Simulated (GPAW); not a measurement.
## How BaTiO3 absorbs and reflects light

Wanted: where BaTiO3 starts to absorb, how strongly, and its refractive index. The cell comes from an older database entry, whose edges can differ from later determinations, mostly by under a per cent.

Main program and level: GPAW 26.7.0; DFT, LDA, plane-wave PAW (GPAW data sets), scalar-relativistic, RPA, optical limit.

The database entry behind the starting cell differs from later determinations by our own check (c/a about 0.6 % short), so it need not match the best structure at ambient conditions.

### 1. The starting structure

The structure is tetragonal, space group P4mm (No. 99). Conventional cell: a = 4.000 Å, b = 4.000 Å, c = 4.018 Å, α = 90.00°, β = 90.00°, γ = 90.00°. Nearest to Ba lie 12 O at 2.79 to 2.88 Å. Nearest to Ti lie 6 O at 1.89 to 2.13 Å. Nearest to O lie 2 Ti at 2.00 Å and 4 Ba at 2.79 to 2.88 Å. Nearest to O lie 2 Ti at 1.89 to 2.13 Å and 4 Ba at 2.83 Å. Farther neighbours and most contacts between anions are not listed.

As a file:

```xyz
5
Lattice="3.9998 0.0000 0.0000 0.0000 3.9998 0.0000 0.0000 0.0000 4.0180" Properties=species:S:1:pos:R:3 pbc="T T T"
Ba    0.0000    0.0000    0.0000
Ti    1.9999    1.9999    1.9688
O     0.0000    1.9999    2.0773
O     1.9999    0.0000    2.0773
O     1.9999    1.9999    0.0763
```

### 2. Bands for the response

At the fixed density, many empty bands are solved on the mesh of the response, since the spectrum sums over them.

This step: DFT, LDA, plane-wave PAW (GPAW data sets), scalar-relativistic, bands at fixed density (GPAW 26.7.0).

nscf.py

```python
from ase.dft.bandgap import bandgap
from gpaw import GPAW, FermiDirac

calc = GPAW('gs.gpw').fixed_density(kpts={'size': (8, 8, 8), 'gamma': True}, nbands=74, convergence={'bands': 68},
                                    occupations=FermiDirac(0.001), txt='nscf.txt')
print('gap (eV)', bandgap(calc, output=None)[0])
print('direct gap (eV)', bandgap(calc, direct=True, output=None)[0])
print('top band over the Fermi level (eV)', min(calc.get_eigenvalues(kpt=k)[67] for k in range(len(calc.get_ibz_k_points()))) - calc.get_fermi_level())
calc.write('full.gpw', mode='all')
```

On the command line:

```bash
$ OMP_NUM_THREADS=1 python nscf.py
```

Numbers of over 12 decimals in the logs are rounded to 6 here.

Log:

```text
Diagonalizing LCAO Hamiltonian
Converting LCAO to pw mode
convergence criteria:
- Maximum integral of absolute [eigenst]ate change: 4e-08 eV^2 / valence electron
maximum number of iterations: 150

SCF iterations
|iter     |      energy | eigst |  dens |
|iter:   1||             | +3.53 |       |
|iter:   2||             | +2.37 |       |
|iter:   3||             | +1.30 |       |
|iter:   4||             | +0.41 |       |
|iter:   5||             | -0.27 |       |
|iter:   6||             | -0.85 |       |
|iter:   7||             | -1.40 |       |
|iter:   8||             | -1.90 |       |
|iter:   9||             | -2.44 |       |
|iter:  10||             | -2.97 |       |
|iter:  11||             | -3.54 |       |
|iter:  12||             | -4.09 |       |
|iter:  13||             | -4.66 |       |
|iter:  14||             | -5.21 |       |
|iter:  15||             | -5.75 |       |
|iter:  16||             | -6.30 |       |
|iter:  17||             | -6.81 |       |
|iter:  18||             | -7.24 |       |
|iter:  19||             | -7.60c|       |
SCF steps: 19
  __  _  _
 | _ |_)|_||  |
 |__||  | ||/\| - 26.7.0

Versions:
  Python: 3.12.14
  ASE:    3.29.0
  Numpy:  2.5.5
  Scipy:  1.18.1
  Libxc:  7.0.0

Input parameters:
  mode=PW(ecut=500.0),
  convergence={'bands': 68},
  gpts=array([21, 21, 21]),
  kpts=MonkhorstPack(size=(8, 8, 8), gamma=True),
  maxiter=150,
  nbands=74,
  occupations=Occupations(name='fermi-dirac', width=0.001, fixmagmom=False),
  parallel={},
  xc=XC(name='LDA')

--- standard output ---
gap (eV) 1.722866
direct gap (eV) 2.002458
top band over the Fermi level (eV) 37.677172
```

Wall time 4.3 min (1 thread of Arm Neoverse V2, shared host); peak memory 0.34 GiB.

Numbers from this step:

```
gap on the k-mesh      : 1.723 eV
direct gap on the mesh : 2.002 eV
```

### 3. Dielectric function, RPA

Local fields let the induced charge screen the field inside the cell, which as a rule lowers ε, most along directions where the density is uneven.

This step: DFT, LDA, plane-wave PAW (GPAW data sets), scalar-relativistic, RPA, optical limit (GPAW 26.7.0).

df.py

```python
from gpaw.response.df import DielectricFunction

df = DielectricFunction('full.gpw', frequencies={'type': 'nonlinear', 'domega0': 0.03, 'omega2': 8},
                        ecut=50,
                        eta=0.15,
                        nbands=68,
                        txt='df.txt')
for direction in ['x', 'z']:
    df.get_dielectric_function(xc='RPA', direction=direction, filename=f'df_{direction}.csv')
```

On the command line:

```bash
$ OMP_NUM_THREADS=1 python df.py
```

Log:

```text
Using integrator: PointIntegrator
NonLinearFrequencyDescriptor(from 0.000 to 99.342 eV, 540 points)
Nonperiodic BCs:  [False False False]
Using integrator: PointIntegrator
NonLinearFrequencyDescriptor(from 0.000 to 99.342 eV, 540 points)
Nonperiodic BCs:  [False False False]

Calculating chi0 body with:
    Ground state adapter containing:
    Number of spins: 1
    Number of kpoints: 512
    Number of irreducible kpoints: 75
    Number of completely occupied states: 20
    Number of partially occupied states: 20

    Linear response parametrization:
    q_c: [0.0, 0.0, 0.0]
    Number of frequency points: 540
    Planewave cutoff: 50.0
    Number of bands: 68
    Number of planewaves: 57
    Broadening (eta): 0.15

Integrating chi0 body.

Symmetries of q_c:
    Direct symmetries (Uq -> q): 8
    Indirect symmetries (TUq -> q): 8
In total 16 allowed symmetries.

75 groups of equivalent kpoints. 85.3515625% reduction.

Integral kind: spectral function

Calculating chi0 optical extensions with:
    Ground state adapter containing:
    Number of spins: 1
    Number of kpoints: 512
    Number of irreducible kpoints: 75
    Number of completely occupied states: 20
    Number of partially occupied states: 20

    Linear response parametrization:
    Number of frequency points: 540
    Planewave cutoff: 50.0
    Number of bands: 68
    Number of planewaves: 57
    Broadening (eta): 0.15
Integrating chi0 head and wings.

Symmetries of q_c:
    Direct symmetries (Uq -> q): 8
    Indirect symmetries (TUq -> q): 8
In total 16 allowed symmetries.

75 groups of equivalent kpoints. 85.3515625% reduction.

Integral kind: spectral function wings
```

It took 30 s on 1 thread; peak memory 0.37 GiB.

This step gave:

| Property | Result |
| --- | --- |
| electronic dielectric constant ε∞, mean over x, y and z (by symmetry where fewer were run) | 6.049 |
| main peak of Im epsilon, first axis | 4.048 eV |

Some rows of df_x.csv (energy; Re and Im without local fields; Re and Im with them):

```text
0.000000, 6.434608, 0.000000, 6.178400, 0.000000
0.429336, 6.479990, 0.032523, 6.221648, 0.030982
0.878195, 6.635309, 0.074679, 6.369496, 0.071010
1.347938, 6.964913, 0.147679, 6.682397, 0.139893
1.840057, 7.677376, 0.398563, 7.355242, 0.374996
2.356191, 8.601120, 1.416242, 8.222675, 1.312385
2.898142, 8.459917, 3.488020, 8.149097, 3.222661
3.467895, 7.267900, 5.618508, 7.188757, 5.270590
4.067647, 4.639279, 7.614220, 4.931950, 7.422706
4.699832, 2.136109, 4.104986, 2.074341, 4.292283
5.367152, 2.748757, 2.870061, 2.556728, 2.996552
6.072622, 3.770721, 3.136369, 3.553666, 3.237217
6.819608, 4.227155, 3.898820, 3.993178, 4.013438
7.611886, 2.530606, 4.114995, 2.043873, 4.185465
8.453705, 2.402803, 4.596150, 1.882788, 4.421066
9.349861, 1.081672, 4.006232, 0.633409, 3.698479
10.305790, 0.621597, 4.157244, 0.511577, 3.708719
11.327680, -0.179098, 2.699899, -0.253556, 2.588885
12.422601, 0.128348, 1.468017, -0.140054, 1.390114
13.598673, 1.145543, 0.956842, 0.765784, 0.857352
```

Values under the direct gap are tails of Lorentzian lines. The Im ε by photon energy; read off at these points:

```
photon energy (eV)   E ∥ x   E ∥ z
             0.000       0       0
             0.250  0.0177  0.0128
             0.500  0.0365  0.0263
             0.750  0.0581  0.0412
             1.000  0.0849  0.0586
             1.250   0.121  0.0801
             1.500   0.178   0.109
             1.750   0.293   0.152
             2.000   0.640   0.232
             2.250    1.05   0.435
             2.500    1.90   0.792
             2.750    2.83    1.45
             3.000    3.52    2.08
             3.250    4.11    2.67
             3.500    5.24    4.30
             3.750    5.40    4.77
             4.000    7.33    6.39
             4.068    7.42    6.42
             4.250    6.96    6.00
             4.500    5.51    5.72
             4.750    4.11    4.64
             5.000    3.72    4.12
             5.250    3.34    3.67
             5.500    2.81    3.23
             5.750    2.61    3.31
             6.000    3.21    3.14
             6.250    3.19    3.58
             6.500    3.34    3.75
             6.750    3.79    3.77
             7.000    4.46    4.68
             7.250    4.90    5.47
             7.500    4.51    5.12
             7.750    3.87    4.35
             8.000    3.95    4.18
             8.250    4.61    4.95
             8.500    4.41    4.72
             8.750    4.48    4.67
             8.959    4.71    5.10
             9.000    4.70    5.13
             9.250    3.96    4.15
             9.500    3.64    3.80
             9.750    3.82    3.92
            10.000    3.67    3.66
            10.250    3.61    3.45
            10.500    3.76    3.62
            10.750    2.90    2.78
            11.000    2.64    2.61
            11.250    2.65    2.68
            11.500    2.34    2.27
            11.750    2.24    2.19
            12.000    1.77    1.82
            12.250    1.48    1.54
            12.500    1.33    1.32
            12.750    1.08    1.11
            13.000   0.960   0.953
            13.250   0.886   0.901
            13.500   0.824   0.869
            13.750   0.907   0.936
```

Re ε against photon energy:

```
photon energy (eV)   E ∥ x    E ∥ z
               0.0    6.18     5.79
               0.5    6.24     5.83
               1.0    6.43     5.97
               1.5    6.84     6.24
               2.0    7.63     6.75
               2.5    8.42     7.55
               3.0    8.01     8.00
               3.5    6.99     7.94
               4.0    5.74     6.37
               4.5    2.06     3.63
               5.0    2.60     3.16
               5.5    2.84     3.38
               6.0    3.65     3.79
               6.5    3.77     3.62
               7.0    3.63     4.23
               7.5    2.15     2.25
               8.0    2.57     2.34
               8.5    1.85     1.67
               9.0    1.09    0.998
               9.5   0.865    0.619
              10.0   0.473    0.150
              10.5  -0.240   -0.413
              11.0  -0.102  -0.0881
              11.5  -0.271   -0.327
              12.0  -0.419   -0.407
              12.5  -0.124   -0.166
              13.0   0.251    0.246
              13.5   0.670    0.670
```

The reflectivity at normal incidence has structure finer than the step of the table below, so its rows give means over 0.5 eV, whole bins alone (the curve runs from 0 to 14.0 eV). Peaks (eV: height): E ∥ x 4.02: 30.7, 7.32: 23.7, 9.09: 26.4, 10.59: 29.0, 11.87: 26.7; E ∥ z 3.98: 28.8, 7.32: 25.5, 9.15: 29.1, 10.52: 29.6.

The reflectivity at normal incidence by photon energy; means over each step:

```
photon energy (eV)  E ∥ x (%)  E ∥ z (%)
               0.5       18.3       17.2
               1.0       18.9       17.6
               1.5       20.0       18.4
               2.0       22.0       19.8
               2.5       24.3       21.9
               3.0       25.5       23.9
               3.5       26.8       26.3
               4.0       29.7       28.0
               4.5       26.1       25.4
               5.0       18.9       20.6
               5.5       15.3       17.5
               6.0       16.7       17.6
               6.5       18.2       19.4
               7.0       21.7       22.8
               7.5       22.3       24.4
               8.0       20.5       22.0
               8.5       22.8       24.2
               9.0       25.2       27.1
               9.5       22.7       24.6
              10.0       23.6       25.0
              10.5       27.1       27.5
              11.0       24.4       24.3
              11.5       24.6       25.0
              12.0       25.2       25.0
              12.5       19.7       20.6
              13.0       11.8       12.2
              13.5       5.67       6.07
```

The loss function −Im 1/ε at q → 0 has structure finer than the step of the table below, so its rows give means over 0.5 eV, whole bins alone (the curve runs from 0 to 14.0 eV). Peaks (eV: height): E ∥ x 13.00: 0.975; E ∥ z 12.92: 0.996.

Values under the direct gap are tails of Lorentzian lines. Table of loss function −Im 1/ε at q → 0 by energy loss; means over each step:

```
energy loss (eV)    E ∥ x    E ∥ z
             0.5   9.5e-4   7.8e-4
             1.0  0.00207  0.00165
             1.5  0.00393  0.00284
             2.0   0.0107  0.00543
             2.5   0.0255   0.0145
             3.0   0.0450   0.0293
             3.5   0.0641   0.0495
             4.0   0.0871   0.0791
             4.5    0.158    0.125
             5.0    0.187    0.156
             5.5    0.177    0.153
             6.0    0.137    0.131
             6.5    0.131    0.129
             7.0    0.134    0.121
             7.5    0.178    0.164
             8.0    0.179    0.177
             8.5    0.190    0.186
             9.0    0.209    0.198
             9.5    0.257    0.254
            10.0    0.265    0.273
            10.5    0.280    0.290
            11.0    0.371    0.376
            11.5    0.410    0.416
            12.0    0.537    0.529
            12.5    0.766    0.754
            13.0    0.953    0.955
            13.5    0.739    0.745
```

The refractive index n and extinction k by photon energy:

```
photon energy (eV)  n, E ∥ x  k, E ∥ x  n, E ∥ z  k, E ∥ z
               0.0      2.49         0      2.41         0
               0.5      2.50   0.00731      2.42   0.00544
               1.0      2.54    0.0167      2.44    0.0120
               1.5      2.62    0.0340      2.50    0.0218
               2.0      2.76     0.116      2.60    0.0446
               2.5      2.92     0.326      2.75     0.144
               3.0      2.89     0.608      2.85     0.364
               3.5      2.80     0.934      2.91     0.739
               4.0      2.74      1.34      2.77      1.15
               4.5      1.99      1.38      2.28      1.25
               5.0      1.89     0.984      2.04      1.01
               5.5      1.85     0.760      2.01     0.805
               6.0      2.06     0.777      2.09     0.753
               6.5      2.10     0.797      2.10     0.892
               7.0      2.17      1.03      2.30      1.02
               7.5      1.89      1.19      1.98      1.29
               8.0      1.91      1.04      1.89      1.11
               8.5      1.82      1.21      1.83      1.29
               9.0      1.72      1.37      1.76      1.45
               9.5      1.52      1.20      1.49      1.27
              10.0      1.44      1.27      1.38      1.32
              10.5      1.33      1.42      1.27      1.42
              11.0      1.13      1.17      1.12      1.16
              11.5      1.02      1.15     0.993      1.15
              12.0     0.837      1.06     0.853      1.07
              12.5     0.778     0.854     0.764     0.866
              13.0     0.788     0.609     0.784     0.608
              13.5     0.931     0.443     0.940     0.462
```

At chosen wavelengths:

```
wavelength (nm)   n x    k x  R (%) x   1/α x   n z    k z  R (%) z   1/α z
           1550  2.52  0.013     18.6  9.9 µm  2.43  0.009     17.4   13 µm
           1064  2.56  0.021     19.2  4.0 µm  2.46  0.015     17.8  5.8 µm
            800  2.63  0.037     20.1  1.7 µm  2.51  0.023     18.4  2.7 µm
            532  2.87  0.217     23.5  195 nm  2.70  0.100     21.1  424 nm
            450  2.92  0.486     25.2   74 nm  2.82  0.260     23.0  138 nm
            405  2.88  0.630     25.5   51 nm  2.86  0.383     23.9   84 nm
            308  2.70  1.371     30.7   18 nm  2.74  1.176     28.7   21 nm
```

Below the direct gap, k and the depth come from the tails of the Lorentzian lines, not from transitions.

Rows near the edge hang on the gap, which this functional as a rule makes too small, and phonon-assisted absorption is left out.

At 1064 nm the birefringence n(z) − n(x) is -0.099: the crystal is uniaxial negative at this level.

### 4. Results

```
electronic dielectric constant ε∞, mean over x, y and z (by symmetry where fewer were run) (RPA) : 6.05
main peak of Im epsilon, first axis                                                              : 4.05 eV
```

What this shows: At this level (LDA, RPA) BaTiO3 has a mean ε∞ = 6.05 and n = 2.52 at 1550 nm (E ∥ x), and Im ε peaks at 4.0 eV (E ∥ x). On the mesh the gap is 1.72 eV and the least direct gap 2.00 eV, so on this mesh the band edges lie at different points. Local fields change the static value along x from 6.43 to 6.18 (-4 %). Distinct maxima of Im ε, read by a parabola through the highest points, lie at 4.05 eV (7.4), 7.28 eV (4.9), 8.96 eV (4.7) and 10.42 eV (3.9) for E ∥ x. The static values by axis are 6.18 (x), 5.79 (z). At 1064 nm the birefringence n(z) − n(x) is -0.099: the crystal is uniaxial negative at this level. Excitons and phonon-assisted transitions are missing; LDA gaps are as a rule too small, which pulls the onset down and ε∞ up. Spin-orbit coupling is left out although heavy atoms are present. The sum runs over mesh points, so small or evenly spaced maxima can still be ripples of the mesh. In this version of GPAW the matrix elements of the optical limit are incomplete, which can lower ε − 1 by up to a tenth where first-row anions or d states rule, and shift it by more in d metals.

[Machine, clock and banner lines and Python warnings are left out of the logs.]

[Logs are printed without paths, hosts, clocks, repeated set-up lines and the standing remarks that a program may print on its own settings, such as how far it seeks lower states.]

[Hosts, paths, dates, database ids (printed as entryN), source tags and the programs' standing remarks are cut or masked in the printed files.]
